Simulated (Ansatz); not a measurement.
# TiGe (model cell, started as zinc blende): relaxing the cell for a phonon run

Aim: bring TiGe (model cell, started as zinc blende) to small forces and stress, as phonons need.

Method: DFT PBE, scalar-relativistic, plane waves, PAW, in Ansatz 0.2.0.

The structure was built from a prototype and need not be the compound's stable phase.

**1. Starting point**

Symmetry: F-43m, No. 216, cubic system. Conventional cell: a = 5.655 Å, b = 5.655 Å, c = 5.655 Å, α = 90.00°, β = 90.00°, γ = 90.00°. Ti has 4 Ge at 2.45 Å nearest. Nearest to Ge lie 4 Ti at 2.45 Å. Farther neighbours are not listed.

**2. A coarse first look**

A quick single point on a coarse mesh tells whether the cell has a gap and how far it is from rest, which sets the k mesh and smearing that follow.

Contents of input.yaml:

```yaml
crystal:
  lattice:
    - [0.0, 2.82752, 2.82752]
    - [2.82752, 0.0, 2.82752]
    - [2.82752, 2.82752, 0.0]
  atoms:
    - { symbol: Ti, position: [0.0, 0.0, 0.0] }
    - { symbol: Ge, position: [0.25, 0.25, 0.25] }
kpoints:
  mp_grid: { grid: [6, 6, 6] }
hamiltonian:
  xc: pbe
scf:
  occupations: { method: gaussian, width: 0.1 }
output:
  forces: true
  stress: true
  eigenvalues: true
```

The run is started by

```console
ansatz run input.yaml --threads 4 --pin off --max-ram 7168MiB --backend cpu --events-out ev --progress --plain --runs-dir out
```

Numbers of over 12 decimals in the logs are rounded to 6 here.

Log:

```text
Engine: ansatz 0.2.0, aarch64-unknown-linux-gnu
Pseudopotentials: kind: paw
Pseudopotential: Ti, paw, valence charge 12, recommended cutoff 420 eV (normal), Ti.paw.azcp
Pseudopotential: Ge, paw, valence charge 14, recommended cutoff 420 eV (normal), Ge.paw.azcp
Functional definition: PBE
  parameter kappa = 0.804
  parameter beta = 0.066725
  exchange = pbe_x(kappa = kappa, mu = beta*pi^2/3)
[...]
P = ⅓ Tr σ = 7.1702 GPa (71.702 kbar)
--- Band table (eV; the first three rows and the last of 16) ---
  k-point 0: bands = [... 9 lower, -0.7994, 7.0911, 7.0911, 7.0911, 9.3398, 9.3398, 13.5707, 14.9713]
  k-point 1: bands = [... 9 lower, -0.5039, 6.6506, 7.1989, 7.1989, 9.2835, 9.2835, 12.6967, 14.3620]
  k-point 2: bands = [... 9 lower, 0.2050, 5.8207, 7.3535, 7.3535, 9.3677, 9.3677, 10.6589, 13.3273]
  k-point 15: bands = [... 9 lower, 1.1672, 5.7597, 7.2787, 7.9910, 8.3848, 9.4225, 9.8934, 10.4243]
[key lines of the parts left out:]
SCF converged after 6 iterations
Free energy (F): -6793.714911 eV
Fermi energy:    8.252145 eV
```

The job ended after 0.83 s (4 threads of Arm Neoverse N1, shared host; peak memory 0.31 GiB; 2.4 s of CPU time).

This step gave:

```yaml
pressure: 7.170 GPa
volume_per_atom: 22.61 Å³
gap_on_the_k_mesh: 0.09968 eV
direct_gap_on_mesh: 0.09968 eV
```

The coarse mesh shows a gap of 0.10 eV and a pressure of 7.2 GPa.

**3. Relaxation**

Harmonic phonons are second derivatives at a point where the forces vanish, and they are wanted at zero stress, so atoms and cell are relaxed first.

input.yaml, the sections that differ from step 2:

```yaml
kpoints:
  mp_grid: { grid: [10, 10, 10] }
scf:
  occupations: { method: gaussian, width: 0.01 }
output:
  forces: true
  stress: true
  eigenvalues: true
  write_density: true
  write_potential: true
  elf: true
  volumetric_format: npy
relax:
  adjacent_minimum: "off"
  f_tol: 0.005
  max_steps: 80
  cell: { stress_tol: 0.05 }
# crystal, hamiltonian: as in step 2
```

Log:

```text
[...]
Crystal: 2 atoms, lattice volume = 45.211 Å³
Basis set: ecut = 420 eV, 893 PW (Γ), exchange–correlation on 54×54×54 points (8 copies of the dense FFT grid, shifted against one another)
Bands: 17, of which v1, the nominal top of the filled ones, is band 13 counted from 1 (12 counted from 0)
Symmetry: 24 space group operations
[...]
k-points: 47 of 1000 (time reversal used)
[...]
SCF iter   1: F=—  HF=-6793.714213 eV  |F-HF|=—  |Δ(HF+E_count)|=         —  Δρ=6.19e-3  dr2=2.43e-2  ethr=1.77e-3  ⟨swp⟩=5.5  Hψ=3510  notcnv=0
[...]
SCF iter   6: F=-6793.711385 eV  HF=-6793.711385 eV  |F-HF|=2.88e-9  |Δ(HF+E_count)|=   1.26e-7  Δρ=3.03e-6  dr2=2.84e-9  ethr=2.76e-10  ⟨swp⟩=5.0  Hψ=4448  notcnv=0
SCF 1 converged in 6 iterations: F = -6793.711385 eV  dr2 = 2.84e-9
[...]
relax step   1: F+E_penalty+E_count = -6793.71138484 eV  Δ(F+E_penalty+E_count) = +0.000e0 eV  max|allowed force component| = 9.252e-17 eV/Å  Δτ_max = 0.0000 Å  P = +7.286 GPa  Ω = 45.211 Å³  (6 SCF iters, dr2 threshold 1.00e-7 eV, accepted)
Crystal: 2 atoms, lattice volume = 49.198 Å³
Basis set: ecut = 420 eV, 941 PW (Γ), exchange–correlation on 54×54×54 points (8 copies of the dense FFT grid, shifted against one another)
[...]
iter 1 solved again at ethr=2.64e-5 eV; its pass at ethr=3.10e-3 eV (dr2=6.88e-3 eV) is discarded
[...]
SCF iter   6: F=-6793.808131 eV  HF=-6793.808131 eV  |F-HF|=4.47e-10  |Δ(HF+E_count)|=   1.19e-7  Δρ=2.31e-6  dr2=1.66e-9  ethr=4.29e-10  ⟨swp⟩=5.0  Hψ=4423  notcnv=0
SCF 2 converged in 6 iterations: F = -6793.808131 eV  dr2 = 1.66e-9
relax step   2: F+E_penalty+E_count = -6793.80813142 eV  Δ(F+E_penalty+E_count) = -9.675e-2 eV  max|allowed force component| = 1.547e-16 eV/Å  Δτ_max = 0.0000 Å  P = +0.925 GPa  Ω = 49.198 Å³  energy of the carried Pulay correction = -4.232e-4 eV  (6 SCF iters, dr2 threshold 2.00e-7 eV, accepted)
Crystal: 2 atoms, lattice volume = 49.837 Å³
[...]
SCF iter   6: F=-6793.810112 eV  HF=-6793.810112 eV  |F-HF|=3.64e-12  |Δ(HF+E_count)|=   1.61e-9  Δρ=2.70e-7  dr2=1.82e-11  ethr=5.81e-12  ⟨swp⟩=4.0  Hψ=3804  notcnv=0
SCF 3 converged in 6 iterations: F = -6793.810112 eV  dr2 = 1.82e-11
relax step   3: F+E_penalty+E_count = -6793.81011235 eV  Δ(F+E_penalty+E_count) = -1.981e-3 eV  max|allowed force component| = 1.759e-16 eV/Å  Δτ_max = 0.0000 Å  P = +0.109 GPa  Ω = 49.837 Å³  energy of the carried Pulay correction = -4.877e-4 eV  (6 SCF iters, dr2 threshold 2.00e-7 eV, accepted)
[...]
relax step   4: F+E_penalty+E_count = -6793.81013379 eV  Δ(F+E_penalty+E_count) = -2.143e-5 eV  max|allowed force component| = 1.477e-16 eV/Å  Δτ_max = 0.0000 Å  P = +0.002 GPa  Ω = 49.923 Å³  energy of the carried Pulay correction = -4.964e-4 eV  (6 SCF iters, accepted)
Basis set: ecut = 420 eV, 941 PW (Γ), exchange–correlation on 60×60×60 points (8 copies of the dense FFT grid, shifted against one another)
[...]
SCF iter   9: F=-6793.810852 eV  HF=-6793.810852 eV  |F-HF|=9.09e-13  |Δ(HF+E_count)|=  3.64e-12  Δρ=4.06e-8  dr2=1.75e-12  ethr=1.00e-12  ⟨swp⟩=5.0  Hψ=2956  notcnv=0
SCF 5 converged in 9 iterations: F = -6793.810852 eV  dr2 = 1.75e-12
relax step   5: F+E_penalty+E_count = -6793.81085219 eV  Δ(F+E_penalty+E_count) = -7.184e-4 eV  max|allowed force component| = 1.887e-16 eV/Å  Δτ_max = 0.0000 Å  P = +0.031 GPa  Ω = 49.923 Å³  stress off target by 3.13e-2 GPa  SCF on the basis re-selected at this cell (its energy is not comparable with the rows above)  (9 SCF iters)
basis re-selected at this cell: Δ(F+E_penalty+E_count) = -7.184e-4 eV, ΔP = +0.029 GPa vs the last step (what re-selecting the basis moved, of the pressure what is left beyond the Pulay correction that the steps carried, after the strain that the cell walked since its last selection, with what the two solves' SCF thresholds leave and, on support functions, any second-order correction that the steps lacked; it is no measure of the basis error at this ecutwfc). The dense FFT grid was sized anew with the basis: this SCF ran on 30×30×30 points, the steps before it on 27×27×27, so part of this shift can come from that change (see relax.cell in the input reference). [rest of the remark cut]
SCF converged after 9 iterations
Free energy (F): -6793.810852 eV
[...]
Internal energy: -6793.810852 eV  (E = F + TS)
E sigma→0 (E₀):  -6793.810852 eV
Fermi energy:    7.157478 eV
[...]
--- Stress (GPa, compression-positive) ---
        0.031311      -0.000000      -0.000000
       -0.000000       0.031311      -0.000000
       -0.000000      -0.000000       0.031311
  P = ⅓ Tr σ = 0.0313 GPa (0.313 kbar)
--- Band table (eV; the first three rows and the last of 47) ---
  k-point 0: bands = [... 9 lower, -1.5431, 6.0976, 6.0976, 6.0976, 8.1349, 8.1349, 11.8894, 13.1862]
  k-point 1: bands = [... 9 lower, -1.4469, 5.9347, 6.1348, 6.1348, 8.1128, 8.1128, 11.6920, 12.9144]
  k-point 2: bands = [... 9 lower, -1.1770, 5.5342, 6.2241, 6.2241, 8.0843, 8.0843, 10.6918, 12.4465]
  k-point 46: bands = [... 9 lower, 0.1606, 5.0610, 5.9479, 6.8966, 7.2909, 8.1489, 8.5869, 9.0698]
--- Relaxed structure (4 steps of the walk, 4 accepted, 1 SCFs on fresh bases) ---
  F+E_penalty+E_count = -6793.81085219 eV   max|allowed force component| = 1.887e-16 eV/Å   (the final SCF, on the basis selected at the relaxed cell)
  cell:  # Å, volume = 49.9234 Å³
    - [0, 2.922523, 2.922523]
    - [2.922523, 0, 2.922523]
    - [2.922523, 2.922523, 0]
  atoms:
    - { symbol: Ti, position: [0, 0, 0] }
    - { symbol: Ge, position: [0.25, 0.25, 0.25] }
```

Wall time 11 s (4 threads); peak memory 0.41 GiB.

Relaxation path:

| step | energy less that of the first step (eV) | largest force component (eV/Å) | pressure (GPa) | volume (Å³) |
| --- | --- | --- | --- | --- |
| 1 | 0.0000 | 0.0000 | 7.29 | 45.21 |
| 2 | -0.0967 | 0.0000 | 0.92 | 49.20 |
| 3 | -0.0987 | 0.0000 | 0.11 | 49.84 |
| 4 | -0.0987 | 0.0000 | 0.00 | 49.92 |
| 5* | -0.0995 | 0.0000 | 0.03 | 49.92 |

Relaxation steps marked * repeat the geometry before them on a plane-wave basis chosen anew for their cell, so energy and pressure can jump there.

Forces are held to the 24 operations that the run works with; a distortion that breaks them can't arise in this run.

| conventional cell, symmetrised | before | after | change |
| --- | --- | --- | --- |
| a (Å) | 5.655 | 5.845 | +3.4 % |
| b (Å) | 5.655 | 5.845 | +3.4 % |
| c (Å) | 5.655 | 5.845 | +3.4 % |
| volume (Å³/atom) | 22.61 | 24.96 | +10.4 % |

The relaxed structure:

```xyz
2
Lattice="0.0000 2.9225 2.9225 2.9225 0.0000 2.9225 2.9225 2.9225 0.0000" Properties=species:S:1:pos:R:3 pbc="T T T"
Ti    0.0000    0.0000    0.0000
Ge    1.4613    1.4613    1.4613
```

Numbers from this step:

- pressure: 0.03131 GPa
- gap on the k-mesh: 0.2451 eV
- volume per atom: 24.96 Å³
- direct gap on mesh: 0.2451 eV

Valence density in the ac plane of a cell with a along [110], b along [-110] and c along [001] of the cube at fractional y = 0.000, with atoms of Ti and Ge within 0.2 Å of it. It is the smooth field of the valence electrons, not physical close to the nuclei.

Values in e/Å³, 9 rows by 16 columns, each cell a mean:
```
 6  2  0  0  0  0  1  5  6  2  0  0  0  0  1  5
 0  0  1  6 11  1  0  0  0  0  1  6 11  1  0  0
 0  0  1 11 19  2  0  0  0  0  1 11 19  2  0  0
 0  0  0  1  1  0  0  0  0  0  0  1  1  0  0  0
 0  0  0  0  0  0  0  0  0  0  0  0  0  0  0  0
 0  0  0  0  0  0  0  0  0  0  0  0  0  0  0  0
 0  0  0  0  0  0  0  0  0  0  0  0  0  0  0  0
 1  0  0  0  0  0  0  1  1  0  0  0  0  0  0  1
 8  2  0  0  0  0  1  6  8  2  0  0  0  0  1  6
```
Columns run along a (8.3 Å), rows up along c (5.8 Å), edges of the conventional cell, whose origin can differ from the input's. Atoms in or near the plane, at fractional coordinates: Ti at (0.50, 0.00), Ti at (0.00, 0.00), Ge at (0.75, 0.75), Ge at (0.25, 0.75).

ELF in the ac plane of a cell with a along [110], b along [-110] and c along [001] of the cube at fractional y = 0.000, with atoms of Ti and Ge within 0.2 Å of it. It is the smooth field of the valence electrons, not physical close to the nuclei.

Values, 9 rows by 16 columns, each cell a mean:
```
0.46 0.43 0.47 0.58 0.56 0.55 0.37 0.50 0.46 0.43 0.47 0.58 0.56 0.55 0.37 0.50
0.15 0.42 0.52 0.22 0.16 0.43 0.52 0.19 0.15 0.42 0.52 0.22 0.16 0.43 0.52 0.19
0.18 0.54 0.44 0.14 0.08 0.34 0.57 0.28 0.18 0.54 0.44 0.14 0.08 0.34 0.57 0.28
0.10 0.35 0.53 0.48 0.46 0.52 0.44 0.15 0.10 0.35 0.53 0.48 0.46 0.52 0.44 0.15
0.04 0.12 0.33 0.54 0.57 0.41 0.17 0.05 0.04 0.12 0.33 0.54 0.57 0.41 0.17 0.05
0.09 0.10 0.12 0.16 0.17 0.13 0.10 0.09 0.09 0.10 0.12 0.16 0.17 0.13 0.10 0.09
0.10 0.11 0.10 0.08 0.08 0.10 0.11 0.11 0.10 0.11 0.10 0.08 0.08 0.10 0.11 0.11
0.24 0.13 0.06 0.10 0.12 0.07 0.08 0.22 0.24 0.13 0.06 0.10 0.12 0.07 0.08 0.22
0.40 0.49 0.15 0.41 0.47 0.21 0.32 0.52 0.40 0.49 0.15 0.41 0.47 0.21 0.32 0.52
```
Columns run along a (8.3 Å), rows up along c (5.8 Å), edges of the conventional cell, whose origin can differ from the input's. Atoms in or near the plane, at fractional coordinates: Ti at (0.50, 0.00), Ti at (0.00, 0.00), Ge at (0.75, 0.75), Ge at (0.25, 0.75).

Electrostatic potential energy in the ac plane of a cell with a along [110], b along [-110] and c along [001] of the cube at fractional y = 0.000, with atoms of Ti and Ge within 0.2 Å of it. With pseudopotentials it is smooth inside the atoms' cores, unlike the true potential.

Values in eV, 9 rows by 16 columns, each cell a mean:
```
-29 -14   3   2   1   4  -7 -26 -29 -14   3   2   1   4  -7 -26
 -2   3  -5 -24 -26 -12   3   0  -2   3  -5 -24 -26 -12   3   0
 10   8  -6 -27 -29 -15   6  10  10   8  -6 -27 -29 -15   6  10
 12  11   6  -4  -6   3  10  12  12  11   6  -4  -6   3  10  12
 12  12  11  10  10  11  12  12  12  12  11  10  10  11  12  12
 12  12  12  11  11  11  12  12  12  12  12  11  11  11  12  12
  9  10  11  11  11  11  10   9   9  10  11  11  11  11  10   9
 -9   1   8  11  11   9   4  -7  -9   1   8  11  11   9   4  -7
-31 -18   4  10  10   7  -9 -29 -31 -18   4  10  10   7  -9 -29
```
Columns run along a (8.3 Å; values clipped at the 3rd and 97th percentile), rows up along c (5.8 Å), edges of the conventional cell, whose origin can differ from the input's. Atoms in or near the plane, at fractional coordinates: Ti at (0.50, 0.00), Ti at (0.00, 0.00), Ge at (0.75, 0.75), Ge at (0.25, 0.75).

In this step the volume went from 22.61 to 24.96 Å³/atom.

**4. Relaxation**

The relaxation is repeated from its end on the same settings, as a check that it has come to rest.

Edit input.yaml of step 3 so:

```diff
@@ -2,5 +2,5 @@
   lattice:
-    - [0.0, 2.82752, 2.82752]
-    - [2.82752, 0.0, 2.82752]
-    - [2.82752, 2.82752, 0.0]
+    - [0.0, 2.9225232746, 2.9225232746]
+    - [2.9225232746, 0.0, 2.9225232746]
+    - [2.9225232746, 2.9225232746, 0.0]
   atoms:
```

Log:

```text
[...]
Crystal: 2 atoms, lattice volume = 49.923 Å³
Basis set: ecut = 420 eV, 941 PW (Γ), exchange–correlation on 60×60×60 points (8 copies of the dense FFT grid, shifted against one another)
Bands: 17, of which v1, the nominal top of the filled ones, is band 13 counted from 1 (12 counted from 0)
[... 1 set-up line as in the run before ...]
[...]
k-points: 47 of 1000 (time reversal used)
[...]
k-point 46: bands = [... 9 lower, 0.1606, 5.0610, 5.9479, 6.8966, 7.2909, 8.1489, 8.5869, 9.0698]
--- Relaxed structure (1 steps of the walk, 1 accepted, 1 SCFs on fresh bases) ---
[...]
cell:  # Å, volume = 49.9234 Å³
    - [0.0, 2.9225232746, 2.9225232746]
    - [2.9225232746, 0.0, 2.9225232746]
    - [2.9225232746, 2.9225232746, 0.0]
  atoms:
    - { symbol: Ti, position: [0.0, 0.0, 0.0] }
    - { symbol: Ge, position: [0.250000, 0.250000, 0.250000] }
[key lines of the parts left out:]
SCF converged after 8 iterations
Free energy (F): -6793.810852 eV
Fermi energy:    7.157477 eV
P = ⅓ Tr σ = 0.0313 GPa (0.313 kbar)
```

It took 4.7 s on 4 threads; peak memory 0.4 GiB.

Little changed from the start: no atom moved by 0.005 Å and no cell edge by 0.1 %.

ELF in the ac plane of a cell with a along [110], b along [-110] and c along [001] of the cube at fractional y = 0.000, with atoms of Ti and Ge within 0.2 Å of it. It is the smooth field of the valence electrons, not physical close to the nuclei.

Ten even steps from '_' (0.02) to '@' (0.65), each cell a mean:
```
++%%++++@@@@@@@@++++%%==**##==##@@@@@@##==##**
##**++%%%%****%%%%++**####++**%%##**##%%**++##
..--##%%++::::++%%##::..::++%%##--..--##%%==::
..==@@##::____--##@@==..::##%%++____..++%%##::
..++%%**--____--**%%++..--%%%%++..__..++%%##--
..==####++====++####==..::**%%**==--++**%%**::
__::++%%%%####%%%%++::__..--##%%%%##%%%%##--..
____--**%%@@@@%%**::______..==##@@@@@@##==..__
____..--++####++::..________::==**##**==..____
____....::--::::....______......::--::......__
..............................................
..........____..................______........
______________________________________________
==--..__......____..--====::____......____::==
##@@==__::====::__==@@##@@##....--==--....##%%
::%%**::++%%%%++::**%%::++%%::--##@@##----@@++
```
Columns run along a (8.3 Å), rows up along c (5.8 Å), edges of the conventional cell, whose origin can differ from the input's. Atoms in or near the plane, at fractional coordinates: Ti at (0.50, 0.00), Ti at (0.00, 0.00), Ge at (0.75, 0.75), Ge at (0.25, 0.75).

Electrostatic potential energy in the ac plane of a cell with a along [110], b along [-110] and c along [001] of the cube at fractional y = 0.000, with atoms of Ti and Ge within 0.2 Å of it. With pseudopotentials it is smooth inside the atoms' cores, unlike the true potential.

Values in eV, 9 rows by 16 columns, each cell a mean:
```
-29 -14   3   2   1   4  -7 -26 -29 -14   3   2   1   4  -7 -26
 -2   3  -5 -24 -26 -12   3   0  -2   3  -5 -24 -26 -12   3   0
 10   8  -6 -27 -29 -15   6  10  10   8  -6 -27 -29 -15   6  10
 12  11   6  -4  -6   3  10  12  12  11   6  -4  -6   3  10  12
 12  12  11  10  10  11  12  12  12  12  11  10  10  11  12  12
 12  12  12  11  11  11  12  12  12  12  12  11  11  11  12  12
  9  10  11  11  11  11  10   9   9  10  11  11  11  11  10   9
 -9   1   8  11  11   9   4  -7  -9   1   8  11  11   9   4  -7
-31 -18   4  10  10   7  -9 -29 -31 -18   4  10  10   7  -9 -29
```
Columns run along a (8.3 Å; values clipped at the 3rd and 97th percentile), rows up along c (5.8 Å), edges of the conventional cell, whose origin can differ from the input's. Atoms in or near the plane, at fractional coordinates: Ti at (0.50, 0.00), Ti at (0.00, 0.00), Ge at (0.75, 0.75), Ge at (0.25, 0.75).

Valence density in the ac plane of a cell with a along [110], b along [-110] and c along [001] of the cube at fractional y = 0.000, with atoms of Ti and Ge within 0.2 Å of it. It is the smooth field of the valence electrons, not physical close to the nuclei.

Values in e/Å³, 9 rows by 16 columns, each cell a mean:
```
 6  2  0  0  0  0  1  5  6  2  0  0  0  0  1  5
 0  0  1  6 11  1  0  0  0  0  1  6 11  1  0  0
 0  0  1 11 19  2  0  0  0  0  1 11 19  2  0  0
 0  0  0  1  1  0  0  0  0  0  0  1  1  0  0  0
 0  0  0  0  0  0  0  0  0  0  0  0  0  0  0  0
 0  0  0  0  0  0  0  0  0  0  0  0  0  0  0  0
 0  0  0  0  0  0  0  0  0  0  0  0  0  0  0  0
 1  0  0  0  0  0  0  1  1  0  0  0  0  0  0  1
 8  2  0  0  0  0  1  6  8  2  0  0  0  0  1  6
```
Columns run along a (8.3 Å), rows up along c (5.8 Å), edges of the conventional cell, whose origin can differ from the input's. Atoms in or near the plane, at fractional coordinates: Ti at (0.50, 0.00), Ti at (0.00, 0.00), Ge at (0.75, 0.75), Ge at (0.25, 0.75).

In this step the volume went from 24.96 to 24.96 Å³/atom.

**5. Tight relaxation**

Phonons need a cell at rest on their own settings, so the relaxation is repeated with tight tolerances on forces and stress on the k mesh and occupations of the first response run.

input.yaml, the sections that differ from step 4:

```yaml
kpoints:
  mp_grid: { grid: [12, 12, 12] }
output:
  forces: true
  stress: true
  eigenvalues: true
relax:
  adjacent_minimum: "off"
  f_tol: 0.001
  max_steps: 60
  cell: { stress_tol: 0.01 }
# crystal, hamiltonian, scf: as in step 4
```

Log:

```text
[...]
Crystal: 2 atoms, lattice volume = 49.923 Å³
Basis set: ecut = 420 eV, 941 PW (Γ), exchange–correlation on 60×60×60 points (8 copies of the dense FFT grid, shifted against one another)
Bands: 17, of which v1, the nominal top of the filled ones, is band 13 counted from 1 (12 counted from 0)
[... 1 set-up line as in the run before ...]
[...]
k-points: 72 of 1728 (time reversal used)
[...]
k-point 71: bands = [... 9 lower, 0.1558, 5.2359, 5.7168, 6.8769, 7.2869, 8.1278, 8.5806, 9.0601]
--- Relaxed structure (2 steps of the walk, 2 accepted, 1 SCFs on fresh bases) ---
[...]
cell:  # Å, volume = 49.9506 Å³
    - [0, 2.923055, 2.923055]
    - [2.923055, 0, 2.923055]
    - [2.923055, 2.923055, 0]
  atoms:
    - { symbol: Ti, position: [0, 0, 0] }
    - { symbol: Ge, position: [0.25, 0.25, 0.25] }
[key lines of the parts left out:]
SCF converged after 8 iterations
Free energy (F): -6793.810804 eV
Fermi energy:    7.151807 eV
P = ⅓ Tr σ = 0.0003 GPa (0.003 kbar)
```

Wall time 9.5 s (4 threads); peak memory 0.43 GiB.

Little changed from the start: no atom moved by 0.005 Å and no cell edge by 0.1 %.

Numbers from this step:

| Quantity | Value |
| --- | --- |
| pressure | 2.75e-4 GPa |
| gap on the k-mesh | 0.2457 eV |
| volume per atom | 24.98 Å³ |
| direct gap on mesh | 0.2457 eV |

The forces vanish by symmetry and the pressure is 0.000 GPa, within the tolerances set. The cell now holds 24.98 Å³/atom.

**6. Summary of results**

| Property | Result |
| --- | --- |
| space group after relaxation (within 0.01 Å) | F-43m |
| lattice constant a | 5.846 Å |
| lattice constant b | 5.846 Å |
| lattice constant c | 5.846 Å |
| volume per atom | 25.0 Å³ |
| gap on the k-mesh | 0.246 eV |

**Reading.** The forces vanish by symmetry and the pressure is 0.000 GPa, within the tolerances set. The cell now holds 24.98 Å³/atom. The relaxation keeps the symmetry of its start, so it says nothing on stability against lower symmetry. The starting cell was built on a prototype and not taken from a measurement, so the phase need not exist.

[Logs are printed without paths, hosts, clocks, repeated set-up lines and the standing remarks that a program may print on its own settings, such as how far it seeks lower states.]

[Hosts, paths, dates, database ids (printed as entryN), source tags and the programs' standing remarks are cut or masked in the printed files.]
